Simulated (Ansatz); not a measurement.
## Pt(111) with 4 thermally displaced layers, 2x2: scattering by thermal displacements

How much do lattice vibrations at 800 K scatter the electrons of Pt? Layers with random displacements are laid between perfect leads, and the resistance is followed against their length.

Main program and level: Ansatz 0.2.0; Ansatz plane-wave DFT, PBE, PAW files; ballistic transport by layer matching (Landauer), zero bias; PAW set soft_1.

### 1. The structure

The cell holds 40 atoms: 40 Pt. Its edges and angles: a = 5.546 Å, b = 5.546 Å, c = 22.699 Å, α = 93.5°, β = 86.5°, γ = 120.0°. It derives from Pt. Regions: lead, 24 atoms (24 Pt); scattering region, 16 atoms (16 Pt). The structure is stacked along c, and the current runs across the ab planes.

### 2. With 4 displaced layers

Each atom of 4 layers is moved at random, by amounts drawn from a normal law 0.1019 Å wide in each direction from the Debye model (240 K) at 800 K. The layers about the cell's end stay perfect and serve as the lead. Disorder leaves little or no symmetry, which makes such runs dear. Energies from -0.05 to 0.05 eV in steps of 0.05 eV are too few for the program's thermal sum, so it prints no conductance; for a metal the transmission near the Fermi level serves, at a fraction of the cost.

File input.yaml:

```yaml
crystal:
  lattice:
    - [5.5462627489, 0.0, 0.0]
    - [-2.7731313745, 4.8032044366, 0.0]
    - [1.3865656872, -0.8005340728, 22.6425228571]
  atoms:
    - { symbol: Pt, position: [0.9916666667, 0.0083333333, 0.05] }
    - { symbol: Pt, position: [0.9916666667, 0.5083333333, 0.05] }
    - { symbol: Pt, position: [0.4916666667, 0.0083333333, 0.05] }
    - { symbol: Pt, position: [0.4916666667, 0.5083333333, 0.05] }
    - { symbol: Pt, position: [0.1416666667, 0.3583333333, 0.15] }
    - { symbol: Pt, position: [0.1416666667, 0.8583333333, 0.15] }
    - { symbol: Pt, position: [0.6416666667, 0.3583333333, 0.15] }
    - { symbol: Pt, position: [0.6416666667, 0.8583333333, 0.15] }
    - { symbol: Pt, position: [0.2916666667, 0.2083333333, 0.25] }
    - { symbol: Pt, position: [0.2916666667, 0.7083333333, 0.25] }
    - { symbol: Pt, position: [0.7916666667, 0.2083333333, 0.25] }
    - { symbol: Pt, position: [0.7916666667, 0.7083333333, 0.25] }
    - { symbol: Pt, position: [0.9558017453, 0.0881031255, 0.3555124763] }
    - { symbol: Pt, position: [0.9295241088, 0.5516154066, 0.3476262409] }
    - { symbol: Pt, position: [0.4509804714, 0.0577040506, 0.3533617362] }
    - { symbol: Pt, position: [0.424413372, 0.591499936, 0.3495659583] }
    - { symbol: Pt, position: [0.1030043689, 0.4051512892, 0.4482936753] }
    - { symbol: Pt, position: [0.1090756165, 0.9256758832, 0.4490884119] }
    - { symbol: Pt, position: [0.5967866366, 0.4222295462, 0.446082592] }
    - { symbol: Pt, position: [0.5685328371, 0.9162109993, 0.4469817796] }
    - { symbol: Pt, position: [0.198094379, 0.2407100124, 0.5478953408] }
    - { symbol: Pt, position: [0.2038802481, 0.7266938039, 0.5501649071] }
    - { symbol: Pt, position: [0.7562384011, 0.2528289285, 0.5466530702] }
    - { symbol: Pt, position: [0.7565752274, 0.7733265438, 0.5486496507] }
    - { symbol: Pt, position: [0.9128941773, 0.130305754, 0.6490684879] }
    - { symbol: Pt, position: [0.8802206071, 0.6158954648, 0.6511142047] }
    - { symbol: Pt, position: [0.3987258961, 0.0805808507, 0.6470220766] }
    - { symbol: Pt, position: [0.3577741545, 0.5716359519, 0.6505690826] }
    - { symbol: Pt, position: [0.0416666667, 0.4583333333, 0.75] }
    - { symbol: Pt, position: [0.0416666667, 0.9583333333, 0.75] }
    - { symbol: Pt, position: [0.5416666667, 0.4583333333, 0.75] }
    - { symbol: Pt, position: [0.5416666667, 0.9583333333, 0.75] }
    - { symbol: Pt, position: [0.1916666667, 0.3083333333, 0.85] }
    - { symbol: Pt, position: [0.1916666667, 0.8083333333, 0.85] }
    - { symbol: Pt, position: [0.6916666667, 0.3083333333, 0.85] }
    - { symbol: Pt, position: [0.6916666667, 0.8083333333, 0.85] }
    - { symbol: Pt, position: [0.8416666667, 0.1583333333, 0.95] }
    - { symbol: Pt, position: [0.8416666667, 0.6583333333, 0.95] }
    - { symbol: Pt, position: [0.3416666667, 0.1583333333, 0.95] }
    - { symbol: Pt, position: [0.3416666667, 0.6583333333, 0.95] }
kpoints:
  mp_grid: { grid: [5, 5, 1] }
hamiltonian:
  xc: pbe
  pseudopotentials: { kind: paw, azcp: { folder: soft_1 } }
scf:
  occupations: { method: fermi_dirac, width: 0.1 }
output:
  transmission:
    leads: [[0, 4]]
    kmesh: [10, 10]
    e_range: [-0.05, 0.05]
    de: 0.05
  write_potential: true
  write_density: true
  volumetric_format: npy
```

Run with:

```console
> ansatz run input.yaml --threads 4 --pin off --max-ram 15360MiB --backend cpu --events-out ev --progress --plain --runs-dir out
```

Numbers of over 12 decimals in the logs are rounded to 6 here.

Output:

```text
Engine: ansatz 0.2.0, x86_64-unknown-linux-gnu
Pseudopotentials: kind: paw
Pseudopotential: Pt, paw, valence charge 18, recommended cutoff 420 eV (normal), soft_1/Pt.paw.azcp
Functional definition: PBE
  parameter kappa = 0.804
  parameter beta = 0.066725
  exchange = pbe_x(kappa = kappa, mu = beta*pi^2/3)
  correlation = pbe_c(beta = beta)
Crystal: 40 atoms, lattice volume = 603.193 Å³
Basis set: ecut = 420 eV, 11827 PW (Γ)
Bands: 432, of which v1, the nominal top of the filled ones, is band 360 counted from 1 (359 counted from 0)
Symmetry: 1 space group operations
Space group: P1 (ITA 1), of the structure as read, at distance tolerance 8.4e-5 Å
k-points: 13 of 25 (time reversal used)
Non-local potential: Pt, projectors of the file, l = 0: 3, l = 1: 2, l = 2: 2, l = 3: 1
PAW form: soft (Blöchl's): semilocal exchange-correlation on the pseudo side does not see the compensation charge
PAW one-centre angular grid: Pt, 590 points (default); XC on 64 Gauss nodes
Initial density: superposition of atomic densities (chi_scale 0.1, normalization cell)
Initial wavefunctions: pseudopotential atomic-orbital guess
Functional: x = pbe(κ = 0.804, μ = 0.219515), c = pbe(β = 0.066725)
SCF iter   1: F=—  HF=-500998.598556 eV  |F-HF|=—  |Δ(HF+E_count)|=         —  Δρ=8.55e-2  dr2=4.37e1  ethr=3.10e-3  ⟨swp⟩=4.5  Hψ=16538  notcnv=0  defer=252
preconditioner: auto → Kerker (q_TF=auto, 2.810 Å⁻¹)  [metal: Δε(μ)=0.005 eV  Ē_g=8.557 eV  σ=0.100 eV  W_gap=0.01  n_scr=246 (ndim 8)  ℏωp=30.2 eV  f_vac=0.000  D(μ)=68.53/eV (n_scr^D=906)]
SCF iter   2: F=—  HF=-500988.842400 eV  |F-HF|=—  |Δ(HF+E_count)|=    9.76e0  Δρ=4.53e-2  dr2=1.20e1  ethr=3.10e-3  ⟨swp⟩=2.9  Hψ=9419  notcnv=0  defer=488
SCF iter   3: F=—  HF=-500985.562744 eV  |F-HF|=—  |Δ(HF+E_count)|=    3.28e0  Δρ=6.48e-3  dr2=1.61e-1  ethr=1.67e-3  ⟨swp⟩=2.1  Hψ=8086  notcnv=0  defer=488
SCF iter   4: F=—  HF=-500985.577947 eV  |F-HF|=—  |Δ(HF+E_count)|=   1.52e-2  Δρ=1.07e-3  dr2=1.47e-2  ethr=2.23e-5  ⟨swp⟩=1.8  Hψ=6499  notcnv=0  defer=488
SCF iter   5: F=—  HF=-500985.578274 eV  |F-HF|=—  |Δ(HF+E_count)|=   3.27e-4  Δρ=3.91e-4  dr2=1.96e-3  ethr=2.04e-6  ⟨swp⟩=2.0  Hψ=7360  notcnv=0  defer=488
SCF iter   6: F=—  HF=-500985.578172 eV  |F-HF|=—  |Δ(HF+E_count)|=   1.01e-4  Δρ=7.23e-5  dr2=5.64e-5  ethr=2.72e-7  ⟨swp⟩=2.3  Hψ=9087  notcnv=0  defer=488
SCF iter   7: F=—  HF=-500985.577000 eV  |F-HF|=—  |Δ(HF+E_count)|=   1.17e-3  Δρ=2.05e-5  dr2=2.52e-5  ethr=7.84e-9  ⟨swp⟩=1.0  Hψ=5108  notcnv=0  defer=488
SCF iter   8: F=—  HF=-500985.577000 eV  |F-HF|=—  |Δ(HF+E_count)|=   4.19e-8  Δρ=5.77e-6  dr2=1.13e-6  ethr=3.50e-9  ⟨swp⟩=1.0  Hψ=5108  notcnv=0  defer=488
SCF iter   9: F=-500985.577000 eV  HF=-500985.577000 eV  |F-HF|=2.78e-8  |Δ(HF+E_count)|=   4.31e-8  Δρ=1.59e-6  dr2=3.56e-8  ethr=1.39e-11  ⟨swp⟩=8.1  Hψ=17542  notcnv=0
SCF 1 converged in 9 iterations: F = -500985.577000 eV  dr2 = 3.56e-8
  greatest PAW one-centre occupation: 1.000 electrons in one spin orbital (limit 2), on the Pt atom at site 20 (counted from 0), in its partial waves of l = 0
transmission: 215 of 2132 steps passed
transmission: 429 of 2132 steps passed
[...]
transmission: 2132 of 2132 steps passed
SCF converged after 9 iterations
Free energy (F): -500985.577000 eV
Harris-Foulkes:  -500985.577000 eV  (|F-HF|=2.78e-8)
Internal energy: -500983.347833 eV  (E = F + TS)
E sigma→0 (E₀):  -500984.462417 eV
Entropy (-TS):   -2.229167 eV (-55.729 meV/atom)
Fermi energy:    23.442708 eV
--- Per-component energies (eV) ---
  E_band       = -5144.391232
  E_kinetic    = 23912.518100
  E_local      = -57486.376907  (includes V_loc(G=0)·N_el)
  E_nonlocal   = 8158.459335
  E_hartree    = 21926.600229
  E_xc         = -9307.945707
  E_vxc        = -10875.823198  (∫ρ·V_xc dr)
  E_paw        = -379358.757789  (= ΣΔE_a)
  E_vpaw       = -12706.427778  (= ΣTr[D̂ρ^β])
  E_aug_tail   = 0.044814  (compensation charges beyond the density's cutoff)
  E_ewald      = -108827.889906
  E_smearing   = -2.229167  (= −TS)
  E_closure    = 0.000000  (closes the sum)
  Σ components = -500985.577000   (vs F -500985.577000, Δ=0.00e0)
--- Band table (eV; the first three rows and the last of 13) ---
  k-point 0: bands = [... 356 lower, 23.5933, 23.6016, 23.6426, 23.6525, 23.6602, 23.6788, 23.6998, 23.7281, ... 68 higher]
  k-point 1: bands = [... 356 lower, 23.3982, 23.4149, 23.4371, 23.4476, 23.4634, 23.5080, 23.5452, 23.6358, ... 68 higher]
  k-point 2: bands = [... 356 lower, 23.3459, 23.3737, 23.4317, 23.4637, 23.5026, 23.5315, 23.5442, 23.5617, ... 68 higher]
  k-point 12: bands = [... 356 lower, 23.2923, 23.3551, 23.4408, 23.4699, 23.4926, 23.5044, 23.5136, 23.5381, ... 68 higher]
--- Transmission ---
  basis      : 241 plane waves across, 41 finite elements along
  points     : 52, standing for a mesh of 10 x 10
  energies   : 3 from -0.050000 to 0.050000 eV about the Fermi level, 0.050000 eV apart; the leads are filled to 0.000000 eV, and channels, transmission and decay are at 0.000000 eV
  crystal 0  : Pt4, at the sites [0, 4], period 2.2643 Å, over 13.59 Å; its Hamiltonian steps by up to 3.8 meV
    offset         : up to 0.0000 Å between an atom of the period and one for which it stands
    channels       : 6.870000e0 a spin
    conductance    : none, the energies end too early or step too widely for 300 K: set another output.transmission.e_range or a lower de, or, where they end at an eighth of basis.ecutwfc, a higher one
  junction   : crystal 0 to crystal 0, 0.70 to 21.08 Å
    transmission   : 4.918066e0 a spin
    conductance    : none, the energies end too early or step too widely for 300 K: set another output.transmission.e_range or a lower de, or, where they end at an eighth of basis.ecutwfc, a higher one
```

It took 5.6 min on 4 threads of Intel Xeon Platinum 8223CL at 3.00GHz (Skylake/Cascade Lake), shared host; peak memory 5.7 GiB.

Numbers from this step:

- free energy: -500985.5770 eV
- energy at zero smearing: -500984.4624 eV
- Fermi energy: 23.44 eV
- cell area: 26.64 Å²
- transmission per spin nearest the Fermi level: 4.918
- open channels per spin nearest the Fermi level: 6.87
- step of the lead's potential: 3.8 meV

Per spin. The transmission, zone mean by energy, zero at the Fermi level:

```tsv
energy (eV)	transmission, zone mean
-0.0500	5.17
0.0000	4.92
0.0500	4.71
```

Per spin. The open channels, zone mean, lead by energy, zero at the Fermi level:

```tsv
energy (eV)	open channels, zone mean, lead
-0.0500	7.16
0.0000	6.87
0.0500	6.21
```

Transmission over k1 and k2. At 0.0000 eV from the Fermi level.

Ten even steps from '0' (2.36) to '9' (6.78):
```
9965699202
3595696300
3557176532
9660550559
9997404799
9955055066
3235671755
3003696595
9202996569
9924989429
```
Columns: k1 (b1) from -0.5 to 0.4; rows upwards: k2 (b2) from -0.5 to 0.4.

Open channels over k1 and k2. At 0.0000 eV from the Fermi level.

Ten even steps from '0' (3.0) to '9' (10.0):
```
9744479101
4475574400
4458185441
9451881549
9778828877
9945188154
4144581854
4004475574
9101974447
9924999429
```
Columns: k1 (b1) from -0.5 to 0.4; rows upwards: k2 (b2) from -0.5 to 0.4.

Over the solved energies the transmission per spin lies between 4.71 and 5.17, out of 6.75 channels of the lead on average (up to 7.16).

### 3. With 8 displaced layers

Each atom of 8 layers is moved at random, by amounts drawn from a normal law 0.1019 Å wide in each direction from the Debye model (240 K) at 800 K. A fresh draw is used; the growth of the resistance with length is what counts.

System of this step: Pt(111) with 8 thermally displaced layers, 2x2. The cell holds 56 atoms: 56 Pt. Cell: a = 5.546 Å, b = 5.546 Å, c = 31.740 Å, α = 87.5°, β = 92.5°, γ = 120.0°. It derives from Pt. Regions: lead, 24 atoms (24 Pt); scattering region, 32 atoms (32 Pt). The structure is stacked along c, and the current runs across the ab planes.

File input.yaml:

```yaml
crystal:
  lattice:
    - [5.5462627489, 0.0, 0.0]
    - [-2.7731313745, 4.8032044366, 0.0]
    - [-1.3865656872, 0.8005340728, 31.6995319999]
  atoms:
    - { symbol: Pt, position: [0.005952381, 0.994047619, 0.0357142857] }
    - { symbol: Pt, position: [0.005952381, 0.494047619, 0.0357142857] }
    - { symbol: Pt, position: [0.505952381, 0.994047619, 0.0357142857] }
    - { symbol: Pt, position: [0.505952381, 0.494047619, 0.0357142857] }
    - { symbol: Pt, position: [0.1845238095, 0.3154761905, 0.1071428571] }
    - { symbol: Pt, position: [0.1845238095, 0.8154761905, 0.1071428571] }
    - { symbol: Pt, position: [0.6845238095, 0.3154761905, 0.1071428571] }
    - { symbol: Pt, position: [0.6845238095, 0.8154761905, 0.1071428571] }
    - { symbol: Pt, position: [0.3630952381, 0.1369047619, 0.1785714286] }
    - { symbol: Pt, position: [0.3630952381, 0.6369047619, 0.1785714286] }
    - { symbol: Pt, position: [0.8630952381, 0.1369047619, 0.1785714286] }
    - { symbol: Pt, position: [0.8630952381, 0.6369047619, 0.1785714286] }
    - { symbol: Pt, position: [0.04426989, 0.9419152516, 0.2544548608] }
    - { symbol: Pt, position: [0.0636408223, 0.4714297235, 0.2512914899] }
    - { symbol: Pt, position: [0.5454253885, 0.9297424963, 0.2519737862] }
    - { symbol: Pt, position: [0.5341751328, 0.4206400304, 0.2511157031] }
    - { symbol: Pt, position: [0.2236924211, 0.2965794734, 0.3200169848] }
    - { symbol: Pt, position: [0.2230706856, 0.7875060396, 0.3186113867] }
    - { symbol: Pt, position: [0.7303878124, 0.2772709129, 0.323011905] }
    - { symbol: Pt, position: [0.7224969552, 0.8024845797, 0.3233742982] }
    - { symbol: Pt, position: [0.4029176997, 0.1139242877, 0.3969072606] }
    - { symbol: Pt, position: [0.4155020565, 0.56732921, 0.3956964151] }
    - { symbol: Pt, position: [0.9058201152, 0.0997383488, 0.3896207112] }
    - { symbol: Pt, position: [0.90882876, 0.5741152024, 0.3946798747] }
    - { symbol: Pt, position: [0.0841701931, 0.8888394548, 0.4633131182] }
    - { symbol: Pt, position: [0.0567243463, 0.4269859202, 0.4691544362] }
    - { symbol: Pt, position: [0.5953923138, 0.8851991935, 0.462437251] }
    - { symbol: Pt, position: [0.6072900076, 0.4559043879, 0.4656399082] }
    - { symbol: Pt, position: [0.2453849853, 0.2503610437, 0.5356608549] }
    - { symbol: Pt, position: [0.2446241125, 0.728256146, 0.5369593273] }
    - { symbol: Pt, position: [0.7605045007, 0.242193475, 0.5350015581] }
    - { symbol: Pt, position: [0.7278303148, 0.7330855146, 0.5395930261] }
    - { symbol: Pt, position: [0.4164635804, 0.0342137347, 0.611433096] }
    - { symbol: Pt, position: [0.4666657153, 0.6101719652, 0.607343834] }
    - { symbol: Pt, position: [0.9113970757, 0.0340507898, 0.6113990027] }
    - { symbol: Pt, position: [0.9726832905, 0.5484043711, 0.6050624679] }
    - { symbol: Pt, position: [0.1150962874, 0.869431514, 0.6777015824] }
    - { symbol: Pt, position: [0.1092900005, 0.3903910938, 0.6820912741] }
    - { symbol: Pt, position: [0.6230244366, 0.9066271349, 0.6772214841] }
    - { symbol: Pt, position: [0.5956573212, 0.3423129442, 0.6739098399] }
    - { symbol: Pt, position: [0.3003416567, 0.1955008388, 0.7518644287] }
    - { symbol: Pt, position: [0.3160954336, 0.7359543494, 0.75261013] }
    - { symbol: Pt, position: [0.8087952824, 0.2063380623, 0.7477550104] }
    - { symbol: Pt, position: [0.7724410257, 0.6985834455, 0.746367595] }
    - { symbol: Pt, position: [0.4702380952, 0.0297619048, 0.8214285714] }
    - { symbol: Pt, position: [0.4702380952, 0.5297619048, 0.8214285714] }
    - { symbol: Pt, position: [0.9702380952, 0.0297619048, 0.8214285714] }
    - { symbol: Pt, position: [0.9702380952, 0.5297619048, 0.8214285714] }
    - { symbol: Pt, position: [0.1488095238, 0.8511904762, 0.8928571429] }
    - { symbol: Pt, position: [0.1488095238, 0.3511904762, 0.8928571429] }
    - { symbol: Pt, position: [0.6488095238, 0.8511904762, 0.8928571429] }
    - { symbol: Pt, position: [0.6488095238, 0.3511904762, 0.8928571429] }
    - { symbol: Pt, position: [0.3273809524, 0.1726190476, 0.9642857143] }
    - { symbol: Pt, position: [0.3273809524, 0.6726190476, 0.9642857143] }
    - { symbol: Pt, position: [0.8273809524, 0.1726190476, 0.9642857143] }
    - { symbol: Pt, position: [0.8273809524, 0.6726190476, 0.9642857143] }
kpoints:
  mp_grid: { grid: [5, 5, 1] }
hamiltonian:
  xc: pbe
  pseudopotentials: { kind: paw, azcp: { folder: soft_1 } }
scf:
  occupations: { method: fermi_dirac, width: 0.1 }
output:
  transmission:
    leads: [[0, 4]]
    kmesh: [10, 10]
    e_range: [-0.05, 0.05]
    de: 0.05
  write_potential: true
  write_density: true
  volumetric_format: npy
```

Output:

```text
[...]
Crystal: 56 atoms, lattice volume = 844.470 Å³
Basis set: ecut = 420 eV, 16521 PW (Γ)
Bands: 605, of which v1, the nominal top of the filled ones, is band 504 counted from 1 (503 counted from 0)
Symmetry: 1 space group operations
[...]
k-points: 13 of 25 (time reversal used)
[...]
SCF iter   1: F=—  HF=-701395.114186 eV  |F-HF|=—  |Δ(HF+E_count)|=         —  Δρ=8.52e-2  dr2=6.78e1  ethr=3.10e-3  ⟨swp⟩=4.3  Hψ=22855  notcnv=0  defer=373
[...]
SCF iter  10: F=-701377.061790 eV  HF=-701377.061790 eV  |F-HF|=3.52e-8  |Δ(HF+E_count)|=   5.36e-9  Δρ=5.64e-7  dr2=3.64e-8  ethr=9.92e-12  ⟨swp⟩=7.9  Hψ=24648  notcnv=0
SCF 1 converged in 10 iterations: F = -701377.061790 eV  dr2 = 3.64e-8
[...]
transmission: 304 of 3016 steps passed
transmission: 604 of 3016 steps passed
[...]
transmission: 3016 of 3016 steps passed
SCF converged after 10 iterations
Free energy (F): -701377.061790 eV
[...]
Internal energy: -701373.960434 eV  (E = F + TS)
E sigma→0 (E₀):  -701375.511112 eV
Entropy (-TS):   -3.101357 eV (-55.381 meV/atom)
Fermi energy:    23.453000 eV
[...]
--- Band table (eV; the first three rows and the last of 13) ---
  k-point 0: bands = [... 500 lower, 23.6331, 23.6460, 23.6486, 23.6517, 23.6608, 23.6825, 23.6884, 23.7053, ... 97 higher]
  k-point 1: bands = [... 500 lower, 23.4323, 23.4423, 23.4535, 23.4684, 23.4935, 23.5241, 23.5345, 23.5694, ... 97 higher]
  k-point 2: bands = [... 500 lower, 23.4226, 23.4335, 23.4501, 23.4766, 23.4894, 23.5139, 23.5174, 23.5463, ... 97 higher]
  k-point 12: bands = [... 500 lower, 23.3564, 23.3733, 23.3981, 23.4240, 23.4423, 23.4535, 23.4686, 23.5200, ... 97 higher]
--- Transmission ---
  basis      : 241 plane waves across, 58 finite elements along
  points     : 52, standing for a mesh of 10 x 10
[...]
channels       : 6.890000e0 a spin
[...]
junction   : crystal 0 to crystal 0, 0.70 to 30.13 Å
    transmission   : 3.530674e0 a spin
[...]
```

It took 9.2 min on 4 threads; peak memory 9.7 GiB; 35 min of CPU time.

This step gave:

| Item | Value |
| --- | --- |
| free energy | -701377.0618 eV |
| energy at zero smearing | -701375.5111 eV |
| Fermi energy | 23.45 eV |
| transmission per spin nearest the Fermi level | 3.531 |
| open channels per spin nearest the Fermi level | 6.89 |
| step of the lead's potential | 12.9 meV |

Per spin. Transmission, zone mean against energy, zero at the Fermi level:

```tsv
energy (eV)	transmission, zone mean
-0.0500	3.73
0.0000	3.53
0.0500	3.40
```

Over the solved energies the transmission per spin lies between 3.40 and 3.73, out of 6.75 channels of the lead on average (up to 7.16).

[end of part 1 of 2]

[Logs are printed without paths, hosts, clocks, repeated set-up lines and the standing remarks that a program may print on its own settings, such as how far it seeks lower states.]

[Hosts, paths, dates, database ids (printed as entryN), source tags and the programs' standing remarks are cut or masked in the printed files.]
